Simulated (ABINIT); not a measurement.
# CsSnH3 (Pm-3m): zone-centre phonons, part 2 of 4

Which modes does CsSnH3 (Pm-3m) have at the zone centre?

ABINIT 10.8.3; DFT PBE, scalar-relativistic, plane waves, PseudoDojo norm-conserving pseudopotentials.

So far. Step 5 (Relaxing the cell and atoms): The volume changes by -0.5 % in this run and stands -16.7 % from the first cell. The relaxed cell has a = 4.518 Å (conventional setting).

The structure was built from a prototype and need not be the compound's stable phase.

## 7. Zone-centre response

At q = 0 one unit cell holds all displacements. The response is solved for single atoms along the cell's directions, and symmetry skips those that follow from others. The crystal is treated as a metal, which screens a static field, so no field response is asked.

Contents of dfpt_gamma.abi:

```

# common to the responses
getwfk_filepath "gso_WFK"
kptopt 2
nqpt 1
qpt 0.0 0.0 0.0
asr 0
chneut 0

# displacements
rfphon 1
rfatpol 1 5
rfdir 1 1 1
tolvrs 1.0d-10
prtwf 0

# basis, mesh and filling
ecut 40.0
ecutsm 3.0
ngkpt 6 6 6
nshiftk 1
shiftk 0.0 0.0 0.0
istwfk *1
occopt 7
tsmear 0.01
nband 20
nstep 100
diemac 1000000.0
prtebands 0
prtgsr 0
useylm 1

# cell and atoms
acell 8.536934247 8.536934247 8.536934247
rprim 
    1.0 0.0 0.0
    0.0 1.0 0.0
    0.0 0.0 1.0
ntypat 3
znucl 55 50 1
natom 5
typat 1 2 3 3 3
xred 
    0.0 0.0 0.0
    0.5 0.5 0.5
    0.5 0.5 0.0
    0.5 0.0 0.5
    0.0 0.5 0.5
pp_dirpath "./pseudo"
pseudos "Cs.upf, Sn.upf, H.upf"
```

Run with:

```console
$ OMP_NUM_THREADS=1 mpirun -n 4 abinit dfpt_gamma.abi > dfpt_gamma.log
```

Numbers of over 12 decimals in the logs are rounded to 6 here.

dfpt_gamma.abo, the main output file:

```text
[banners, grids, parts of the stress and lines that vanish by symmetry left out]
- input  file    -> dfpt_gamma.abi
- output file    -> dfpt_gamma.abo
- root for input  files -> dfpt_gammai
- root for output files -> dfpt_gammao

 Symmetries : space group Pm -3 m (#221); Bravais cP (primitive cubic)
================================================================================
 Values of the parameters that define the memory need of the present run (RF).
     intxc =       0      iscf =       7    lmnmax =      32     lnmax =       8
     mgfft =      50  mpssoang =       4    mqgrid =    3001     natom =       5
  nloc_mem =       1    nspden =       1   nspinor =       1    nsppol =       1
      nsym =      48    n1xccc =    2501    ntypat =       3    occopt =       7
   xclevel =       2
-    mband =          20        mffmem =           1         mkmem =          28
-   mkqmem =          28        mk1mem =          28           mpw =        7571
      nfft =      125000          nkpt =         112
- my_mband =          20
================================================================================
================================================================================

--------------------------------------------------------------------------------
------------- Echo of variables that govern the present computation ------------
--------------------------------------------------------------------------------
-
- outvars: echo of selected default values
-   iomode0 =  0 , fftalg0 =312 , wfoptalg0 =  0
-
- outvars: echo of global parameters not present in the input file
-  max_nthreads =    1
-
 -outvars: echo values of preprocessed input variables
 [... echo left out ...]
================================================================================

 chkinp: Checking input parameters for consistency.

[...]
== DATASET  1 ==================================================================
-   mpi_nproc: 4, omp_nthreads: 1 (-1 if OMP is not activated)

--- !DatasetInfo
iteration_state: {dtset: 1, }
dimensions: {natom: 5, nkpt: 112, mband: 20, nsppol: 1, nspinor: 1, nspden: 1, mpw: 7571, }
cutoff_energies: {ecut:  40.0, pawecutdg:  -1.0, }
electrons: {nelect:   2.60000000E+01, charge:   0.00000000E+00, occopt:   7.00000000E+00, tsmear:   1.00000000E-02, }
meta: {optdriver: 1, rfphon: 1, }
...

 mkfilename: getwfk from: gso_WFK

 Real(R)+Recip(G) space primitive vectors, cartesian coordinates (Bohr,Bohr^-1):
 R(1)=  8.5369342  0.0000000  0.0000000  G(1)=  0.1171381  0.0000000  0.0000000
 R(2)=  0.0000000  8.5369342  0.0000000  G(2)=  0.0000000  0.1171381  0.0000000
 R(3)=  0.0000000  0.0000000  8.5369342  G(3)=  0.0000000  0.0000000  0.1171381
 Unit cell volume ucvol=  6.2216533E+02 bohr^3
 Angles (23,13,12)=  9.00000000E+01  9.00000000E+01  9.00000000E+01 degrees
 setup1 : take into account q-point for computing boxcut.

 getcut: wavevector=  0.0000  0.0000  0.0000  ngfft=  50  50  50
         ecut(hartree)=     40.000   => boxcut(ratio)=   2.05718

--- Pseudopotential description ------------------------------------------------
- pspini: atom type   1  psp file is ./pseudo/Cs.upf

- pspini: atom type   2  psp file is ./pseudo/Sn.upf

- pspini: atom type   3  psp file is ./pseudo/H.upf

   1.47038339E+03                                ecore*ucvol(ha*bohr**3)
--------------------------------------------------------------------------------

 ==>  initialize data related to q vector <==

 The list of irreducible perturbations for this q vector is:
    1)    idir= 1    ipert=   1
    2)    idir= 1    ipert=   2
    3)    idir= 1    ipert=   3
    4)    idir= 3    ipert=   3

[...]
The perturbation idir=   2  ipert=   1 is
 symmetric of a previously calculated perturbation.
 So, its SCF calculation is not needed.

 The perturbation idir=   3  ipert=   1 is
 symmetric of a previously calculated perturbation.
 So, its SCF calculation is not needed.

 The perturbation idir=   2  ipert=   2 is
 symmetric of a previously calculated perturbation.
 So, its SCF calculation is not needed.

 The perturbation idir=   3  ipert=   2 is
 symmetric of a previously calculated perturbation.
 So, its SCF calculation is not needed.

[...]
The perturbation idir=   2  ipert=   5 is
 symmetric of a previously calculated perturbation.
 So, its SCF calculation is not needed.

 The perturbation idir=   3  ipert=   5 is
 symmetric of a previously calculated perturbation.
 So, its SCF calculation is not needed.

--------------------------------------------------------------------------------
 Perturbation wavevector (in red.coord.)   0.000000  0.000000  0.000000
 Perturbation : displacement of atom   1   along direction   1
 Found     8 symmetries that leave the perturbation invariant.

[...]
dfpt_looppert : total number of electrons, from k and k+q
  fully or partially occupied states are    2.600000E+01 and    2.600000E+01.
 Initialisation of the first-order wave-functions :
  ireadwf=   0

--- !BeginCycle
iteration_state: {dtset: 1, }
solver: {iscf: 7, nstep: 100, nline: 4, wfoptalg: 0, }
tolerances: {tolvrs: 1.00E-10, }
...

     iter   2DEtotal(Ha)        deltaE(Ha) residm    vres2
-ETOT  1   1.535701     -6.993E+02 2.369E+00 3.534E+02
 ETOT  2   1.075190     -4.605E-01 3.472E-01 2.881E+01
 ETOT  3   1.050552     -2.464E-02 2.109E-01 9.445E+00
 ETOT  4   1.047991     -2.561E-03 7.539E-02 1.737E-01
 ETOT  5   1.047871     -1.205E-04 1.017E-01 2.373E-02
[...]
At SCF step   13       vres2   =  2.15E-11 < tolvrs=  1.00E-10 =>converged.
[...]
Mean square residual over all n,k,spin=   14.583E-07; max=  10.499E-04

 Thirteen components of 2nd-order total energy (hartree) are
 1,2,3: 0th-order hamiltonian combined with 1st-order wavefunctions
     kin0=   4.90163565E+02 eigvalue=   5.17280516E+01  local=  -3.65706128E+02
 4,5,6: 1st-order hamiltonian combined with 1st and 0th-order wfs
 loc psp =  -5.54147513E+02  Hartree=   2.03159851E+02     xc=  -6.36527234E+01
 note that "loc psp" includes a xc core correction that could be resolved
 7,8,9: eventually, occupation + non-local contributions
    edocc=   6.69819591E+01     enl0=   3.17089211E+02   enl1=  -8.45380059E+02
 1-9 gives the relaxation energy (to be shifted if some occ is /=2.0)
   erelax=  -6.99763787E+02
 10,11,12 Non-relaxation  contributions : frozen-wavefunctions and Ewald
 fr.local=   2.01023684E+02 fr.nonlo=   4.24323375E+02  Ewald=   7.50720203E+01
 13,14 Frozen wf xc core corrections (1) and (2)
 frxc 1  =  -8.49072159E+01  frxc 2 =   8.52997819E+01
 Resulting in :
 2DEtotal=    0.1047858810E+01 Ha. Also 2DEtotal=    0.285136908155E+02 eV
    (2DErelax=   -6.9976378701E+02 Ha. 2DEnonrelax=    7.0081164582E+02 Ha)
    (  non-var. 2DEtotal :    1.0478593665E+00 Ha)

[...]
Perturbation wavevector (in red.coord.)   0.000000  0.000000  0.000000
 Perturbation : displacement of atom   2   along direction   1
 Found     8 symmetries that leave the perturbation invariant.

[...]
dfpt_looppert : total number of electrons, from k and k+q
  fully or partially occupied states are    2.600000E+01 and    2.600000E+01.
 Initialisation of the first-order wave-functions :
  ireadwf=   0

--- !BeginCycle
iteration_state: {dtset: 1, }
solver: {iscf: 7, nstep: 100, nline: 4, wfoptalg: 0, }
tolerances: {tolvrs: 1.00E-10, }
...

     iter   2DEtotal(Ha)        deltaE(Ha) residm    vres2
-ETOT  1   6.307509     -2.436E+04 3.160E+01 8.684E+02
[...]
At SCF step   12       vres2   =  1.29E-11 < tolvrs=  1.00E-10 =>converged.
[...]
Mean square residual over all n,k,spin=   23.304E-08; max=  16.776E-05

 Thirteen components of 2nd-order total energy (hartree) are
 1,2,3: 0th-order hamiltonian combined with 1st-order wavefunctions
     kin0=   3.13560810E+04 eigvalue=   2.80850836E+03  local=  -1.52822739E+04
 4,5,6: 1st-order hamiltonian combined with 1st and 0th-order wfs
 loc psp =  -6.36659496E+03  Hartree=   2.10499819E+03     xc=  -4.10945285E+02
 note that "loc psp" includes a xc core correction that could be resolved
 7,8,9: eventually, occupation + non-local contributions
    edocc=   1.97795702E+01     enl0=   3.76774462E+03   enl1=  -4.23611903E+04
 1-9 gives the relaxation energy (to be shifted if some occ is /=2.0)
   erelax=  -2.43638926E+04
 10,11,12 Non-relaxation  contributions : frozen-wavefunctions and Ewald
 fr.local=   2.98907201E+03 fr.nonlo=   2.11587754E+04  Ewald=   8.24320223E+01
 13,14 Frozen wf xc core corrections (1) and (2)
 frxc 1  =  -8.80946574E+02  frxc 2 =   1.01471207E+03
 Resulting in :
 2DEtotal=    0.1523418583E+00 Ha. Also 2DEtotal=    0.414543314721E+01 eV
    (2DErelax=   -2.4363892608E+04 Ha. 2DEnonrelax=    2.4364044949E+04 Ha)
    (  non-var. 2DEtotal :    1.5234051488E-01 Ha)

[...]
Perturbation wavevector (in red.coord.)   0.000000  0.000000  0.000000
 Perturbation : displacement of atom   3   along direction   1
 Found     4 symmetries that leave the perturbation invariant.

[...]
dfpt_looppert : total number of electrons, from k and k+q
  fully or partially occupied states are    2.600000E+01 and    2.600000E+01.
 Initialisation of the first-order wave-functions :
  ireadwf=   0

--- !BeginCycle
iteration_state: {dtset: 1, }
solver: {iscf: 7, nstep: 100, nline: 4, wfoptalg: 0, }
tolerances: {tolvrs: 1.00E-10, }
...

     iter   2DEtotal(Ha)        deltaE(Ha) residm    vres2
-ETOT  1   1.091743     -7.051E+01 3.095E-01 1.148E+03
[...]
At SCF step   13       vres2   =  1.61E-11 < tolvrs=  1.00E-10 =>converged.
[...]
Mean square residual over all n,k,spin=   22.162E-10; max=  20.901E-07

 Thirteen components of 2nd-order total energy (hartree) are
 1,2,3: 0th-order hamiltonian combined with 1st-order wavefunctions
     kin0=   7.84979386E+01 eigvalue=  -8.28042886E-01  local=  -1.61604875E+01
 4,5,6: 1st-order hamiltonian combined with 1st and 0th-order wfs
 loc psp =  -1.01339694E+02  Hartree=   1.65635562E+01     xc=  -1.15050775E+01
 note that "loc psp" includes a xc core correction that could be resolved
 7,8,9: eventually, occupation + non-local contributions
    edocc=   4.59961609E+00     enl0=  -4.75832069E-01   enl1=  -4.00436476E+01
 1-9 gives the relaxation energy (to be shifted if some occ is /=2.0)
   erelax=  -7.06916710E+01
 10,11,12 Non-relaxation  contributions : frozen-wavefunctions and Ewald
 fr.local=   5.97521001E+01 fr.nonlo=   2.01924698E+01  Ewald=  -8.33831012E+00
 13,14 Frozen wf xc core corrections (1) and (2)
 frxc 1  =   0.00000000E+00  frxc 2 =   0.00000000E+00
 Resulting in :
 2DEtotal=    0.9145888416E+00 Ha. Also 2DEtotal=    0.248872302259E+02 eV
    (2DErelax=   -7.0691670997E+01 Ha. 2DEnonrelax=    7.1606259838E+01 Ha)
    (  non-var. 2DEtotal :    9.1458894169E-01 Ha)

[...]
Perturbation wavevector (in red.coord.)   0.000000  0.000000  0.000000
 Perturbation : displacement of atom   3   along direction   3
 Found     8 symmetries that leave the perturbation invariant.

--------------------------------------------------------------------------------

--------------------------------------------------------------------------------

 dfpt_looppert : total number of electrons, from k and k+q
  fully or partially occupied states are    2.600000E+01 and    2.600000E+01.
 Initialisation of the first-order wave-functions :
  ireadwf=   0

--- !BeginCycle
iteration_state: {dtset: 1, }
solver: {iscf: 7, nstep: 100, nline: 4, wfoptalg: 0, }
tolerances: {tolvrs: 1.00E-10, }
...

     iter   2DEtotal(Ha)        deltaE(Ha) residm    vres2
-ETOT  1  -4.012487     -7.681E+01 9.660E-01 5.656E+02
[...]
ETOT 13  -4.240867     -6.011E-12 1.194E-08 1.394E-10
 ETOT 14  -4.240867      7.489E-12 6.342E-09 3.543E-11

 At SCF step   14       vres2   =  3.54E-11 < tolvrs=  1.00E-10 =>converged.
[...]
Mean square residual over all n,k,spin=   10.948E-12; max=  63.421E-10

 Thirteen components of 2nd-order total energy (hartree) are
 1,2,3: 0th-order hamiltonian combined with 1st-order wavefunctions
     kin0=   7.96628500E+01 eigvalue=  -5.74660319E-01  local=  -1.75913213E+01
 4,5,6: 1st-order hamiltonian combined with 1st and 0th-order wfs
 loc psp =  -1.11912963E+02  Hartree=   2.05676512E+01     xc=  -1.45720387E+01
 note that "loc psp" includes a xc core correction that could be resolved
 7,8,9: eventually, occupation + non-local contributions
    edocc=   1.03844822E+01     enl0=  -8.36075734E-01   enl1=  -4.21688115E+01
 1-9 gives the relaxation energy (to be shifted if some occ is /=2.0)
   erelax=  -7.70408871E+01
 10,11,12 Non-relaxation  contributions : frozen-wavefunctions and Ewald
 fr.local=   1.45904043E-01 fr.nonlo=   1.91774861E+01  Ewald=   5.34766302E+01
 13,14 Frozen wf xc core corrections (1) and (2)
 frxc 1  =   0.00000000E+00  frxc 2 =   0.00000000E+00
 Resulting in :
 2DEtotal=   -0.4240866752E+01 Ha. Also 2DEtotal=   -0.115399863216E+03 eV
    (2DErelax=   -7.7040887078E+01 Ha. 2DEnonrelax=    7.2800020325E+01 Ha)
    (  non-var. 2DEtotal :   -4.2408669218E+00 Ha)

[...]
---- first-order wavefunction calculations are completed ----

 ==> Compute Derivative Database <==

 [... matrices left out ...]
  Phonon wavevector (reduced coordinates) :  0.00000  0.00000  0.00000
 Phonon energies in Hartree :
  -5.662980E-03 -5.662980E-03 -5.662980E-03  1.277218E-06  1.277220E-06
   1.277225E-06  3.559050E-04  3.559050E-04  3.559050E-04  2.577297E-03
   2.577297E-03  2.577297E-03  2.712720E-03  2.712720E-03  2.712720E-03
 Phonon frequencies in cm-1    :
- -1.242881E+03 -1.242881E+03 -1.242881E+03  2.803169E-01  2.803173E-01
-  2.803185E-01  7.811211E+01  7.811211E+01  7.811211E+01  5.656514E+02
-  5.656514E+02  5.656514E+02  5.953732E+02  5.953732E+02  5.953732E+02

== END DATASET(S) ==============================================================
================================================================================

 -outvars: echo values of variables after computation
            acell      8.5369342470E+00  8.5369342470E+00  8.5369342470E+00 Bohr
           etotal     -4.2408667523E+00
            fcart      0.0000000000E+00  0.0000000000E+00  0.0000000000E+00
           strten      0.0000000000E+00  0.0000000000E+00  0.0000000000E+00
================================================================================
```

Elapsed: 4.6 min, on 4 MPI ranks of Arm Neoverse V2, shared host.

This step gave:

| Property | Result |
| --- | --- |
| largest acoustic frequency at the zone centre before the sum rule | 0.28 cm⁻¹ |
| highest optical zone-centre mode (no LO-TO term) | 595.4 cm⁻¹ |
| lowest optical zone-centre mode | -1243 cm⁻¹ |

The acoustic modes at Γ come out as far as 0.3 cm⁻¹ from zero, where they should vanish, a small numerical error. The lowest optical mode is imaginary, 1243i cm⁻¹, an instability at this level and on this k mesh.

[end of part 2 of 4]

[Host names and launcher messages were left out of these logs when they were recorded.]

[Logs are printed without paths, hosts, clocks, repeated set-up lines and the standing remarks that a program may print on its own settings, such as how far it seeks lower states.]

[Hosts, paths, dates, database ids (printed as entryN), source tags and the programs' standing remarks are cut or masked in the printed files.]
